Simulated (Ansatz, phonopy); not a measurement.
# LiSc (hypothetical, Pm-3m): phonons against volume, part 5 of 5

Wanted: mode Grüneisen parameters of LiSc (hypothetical) and a free-energy fit over volumes. The crystal structure is hypothetical: it was made by swapping elements on a known structure type.

Ansatz 0.2.0; DFT PBEsol, scalar-relativistic, plane waves, PAW.

So far. Step 16 (Single point at a scaled cell, V/V0 1.05): The run ends at a pressure of -1.68 GPa. Step 17 (A run with changed settings): At -1.7 GPa the cell is away from the equilibrium volume of this level: left free, it would shrink.

## 18. Phonons, V/V0 1.05 (continued)

No LO-TO term. Phonon branches along the path, in cm⁻¹:

```
    point  branch 1  branch 2  branch 3  branch 4  branch 5  branch 6
        Γ         0         0         0       348       348       348
  halfway        84        84        93       331       342       342
        X        98       123       123       299       333       333
  halfway        93        98       108       303       312       343
        M        82        82        94       288       288       353
  halfway        64        97       125       322       324       343
        Γ         0         0         0       348       348       348
  halfway       107       112       112       316       316       329
        R       174       174       174       282       282       282
  halfway        91       117       147       296       311       324
        X        98       123       123       299       333       333
jump to R       174       174       174       282       282       282
  halfway       136       136       137       285       285       321
        M        82        82        94       288       288       353
```

The phonon branches as a text plot (rows in cm⁻¹):

```
    345 |*****     ******************                         ***
    331 |   * *****          ***     ****           ******
    316 |    **    *       ***          ****       ***      **
    301 |      *******   **              ****     ******** *
    287 |             ***                   ********      *******
    272 |
    257 |
    243 |
    228 |
    213 |
    198 |
    184 |
    169 |                                    *****        *
    154 |                                  **    ****      **
    140 |                                   *     *  **      *
    125 |      ***         ****        * ***       *   ***
    110 |     *   ***     *    *     ** *          ***  *     **
     96 |   ******************      *  * **         * ****     **
     81 |   *        ******   * *                    **         *
     66 |  *               *** *     **
     51 | **                  * *  **
     37 | *                    ***
     22 |*                       * *
      7 |                         *
         Γ      X      M          Γ            R        X|R     M
```

No mode is imaginary beyond numerical noise at the solved wavevectors. The highest zone-centre mode (no LO–TO term) moved by -4.8 % for a volume change of +5.0 %.

## 19. Mode Grüneisen parameters

This step: DFT PBEsol, scalar-relativistic, plane waves, PAW (phonopy 4.10.0).

This step gave:

- share of modes with a negative Grüneisen parameter: 0

Mean Grüneisen, by row:

```csv
T (K),heat-capacity-weighted mean,root mean square
50,0.955,1.022
100,0.985,1.037
200,0.988,1.027
300,0.988,1.023
500,0.987,1.021
800,0.987,1.02
```

Mean mode Grueneisen parameter against wavenumber:

| wavenumber (cm⁻¹) | mean mode Grueneisen parameter |
| --- | --- |
| 6 | - |
| 18 | - |
| 43 | 0.807 |
| 55 | 0.73 |
| 80 | 0.796 |
| 92 | 0.801 |
| 104 | 0.899 |
| 129 | 1.13 |
| 141 | 1.05 |
| 153 | 1.11 |
| 178 | 1.28 |
| 190 | 1.33 |
| 215 | - |
| 227 | - |
| 239 | - |
| 264 | - |
| 276 | - |
| 288 | - |
| 313 | 1.07 |
| 325 | 1.01 |
| 350 | 0.916 |
| 362 | 0.908 |

Volume series, by row:

| V/V0 | V (Å³/atom) | pressure (GPa) | E - E0 (meV/atom) | gap (eV) | zero-point energy (meV/atom) | lowest on the path (cm⁻¹) | highest at Gamma without the LO-TO term (cm⁻¹) |
| --- | --- | --- | --- | --- | --- | --- | --- |
| 0.97 | 19.93 | 1.227 | 2.348 | 0 | 42.78 | 0 | 376.5 |
| 0.985 | 20.23 | 0.597 | 0.589 | 0 | 42.15 | 0 | 371 |
| 1 | 20.54 | 0.01 | 0 | 0 | 41.54 | 0 | 365.5 |
| 1.015 | 20.85 | -0.539 | 0.502 | 0 | 40.92 | 0 | 360.2 |
| 1.03 | 21.16 | -1.05 | 2.023 | 0 | 40.32 | 0 | 354.9 |
| 1.05 | 21.57 | -1.679 | 5.517 | 0 | 39.52 | 0 | 348 |

Table of optical frequency at Gamma without the LO-TO term, mode 4 by V/V0:

| V/V0 | optical frequency at Gamma without the LO-TO term, mode 4 (cm⁻¹) |
| --- | --- |
| 0.9700 | 377 |
| 0.9850 | 371 |
| 1.0000 | 366 |
| 1.0150 | 360 |
| 1.0300 | 355 |
| 1.0500 | 348 |

Grüneisen at points, by row:

```
point  branch  frequency (cm⁻¹)  mode Grüneisen parameter
    Γ       4             365.5                      0.98
    X       1             112.3                      2.52
    X       2             126.7                      0.57
    X       4             313.1                      0.91
    X       5               348                      0.87
    M       1              88.5                      1.33
    M       3              94.6                       0.1
    M       4             305.4                      1.21
    M       6             368.1                      0.85
    R       1             186.3                      1.35
    R       4             297.1                      1.05
```

## 20. Free-energy fit

Numbers from this step:

| Quantity | Value |
| --- | --- |
| volume expansion coefficient at 300 K | 52.16 1e-6/K |
| isothermal bulk modulus at 300 K | 34.86 GPa |
| C_P at 300 K | 22.72 J/mol-atom/K |
| Grüneisen parameter at 300 K | 1.025 |

Table of energy (each curve on its own zero) by volume; values in meV/atom:

```csv
volume (Å³/atom),static,F at 0 K,F at 300 K,F at 750 K
19.925,2.35,3.92,5.62,9.81
20.233,0.59,1.54,2.6,5.19
20.541,0,0.33,0.73,1.69
20.849,0.5,0.22,-0.05,-0.75
21.157,2.02,1.14,0.17,-2.21
21.568,5.52,3.83,1.91,-2.75
```

Phonopy-qha, vinet fit of F(V) at each temperature; no electronic free energy. Qha vinet, by row:

| T (K) | fitted volume (Å³/atom) | alpha_V (1e-6/K) | B_T (GPa) | C_P (J/mol-atom/K) | Grueneisen |
| --- | --- | --- | --- | --- | --- |
| 100 | 20.75 | 27.66 | 36.48 | 12.56 | 1.005 |
| 150 | 20.79 | 38.11 | 36.13 | 17.14 | 1.011 |
| 200 | 20.83 | 44.78 | 35.73 | 19.95 | 1.016 |
| 250 | 20.88 | 49.11 | 35.3 | 21.64 | 1.021 |
| 300 | 20.93 | 52.16 | 34.86 | 22.72 | 1.025 |
| 350 | 20.99 | 54.49 | 34.4 | 23.46 | 1.031 |
| 400 | 21.05 | 56.41 | 33.94 | 23.99 | 1.036 |
| 450 | 21.11 | 58.1 | 33.47 | 24.39 | 1.041 |
| 500 | 21.17 | 59.64 | 33 | 24.72 | 1.047 |
| 550 | 21.23 | 61.1 | 32.52 | 24.99 | 1.053 |
| 600 | 21.3 | 62.52 | 32.03 | 25.23 | 1.059 |

Table of volume expansion coefficient, phonopy-qha, Vinet by temperature:

```csv
temperature (K),"volume expansion coefficient, phonopy-qha, Vinet (1e-6/K)"
75,20.7
100,27.7
125,33.4
150,38.1
175,41.8
200,44.8
225,47.2
250,49.1
275,50.8
300,52.2
325,53.4
350,54.5
375,55.5
400,56.4
425,57.3
450,58.1
475,58.9
500,59.6
525,60.4
550,61.1
575,61.8
600,62.5
625,63.2
```

The fit gives a volume expansion of 52.2 × 10⁻⁶/K at 300 K.

## 21. What came out

* volume expansion coefficient at 300 K: 52.16 1e-6/K
* isothermal bulk modulus at 300 K: 34.86 GPa
* C_P at 300 K: 22.72 J/mol-atom/K
* Grüneisen parameter at 300 K: 1.025
* mean mode Grüneisen parameter at 300 K: 0.988

**Reading.** Near room temperature LiSc (hypothetical) expands by 52.2 × 10⁻⁶/K in volume by PBEsol, with C_P = 22.7 J/(mol K) per mole of atoms and B_T = 34.9 GPa. The table stops at 625 K because beyond it the fitted volume comes within 1 % of the largest computed cell, where the fit loses its support. C_P at room temperature is 91 % of the classical 3R an atom, so the stiffest modes are still partly frozen out. The fit leaves out the electrons' free energy, which adds to C_P and to the expansion of a metal at high temperature. The heat-capacity-weighted Grüneisen parameter goes from 0.955 at 50 K to 0.987 at 800 K. Weighting γ by the density of states and each mode's heat capacity at 300 K, modes below 120 cm⁻¹ give about 32 % of the sum of γC that drives the expansion, those up to 240 cm⁻¹ 23 % and the rest 45 %. Among the labelled points γ is largest for branch 1 at X (112 cm⁻¹, 2.5) and smallest for branch 3 at M (94.6 cm⁻¹, 0.1). The PAW files were made for PBE and are used here under another functional, for which the program regenerates the frozen cores.

[Logs are printed without paths, hosts, clocks, repeated set-up lines and the standing remarks that a program may print on its own settings, such as how far it seeks lower states.]

[Hosts, paths, dates, database ids (printed as entryN), source tags and the programs' standing remarks are cut or masked in the printed files.]

[A step with changed settings may run another functional than the one named; its input shows which.]


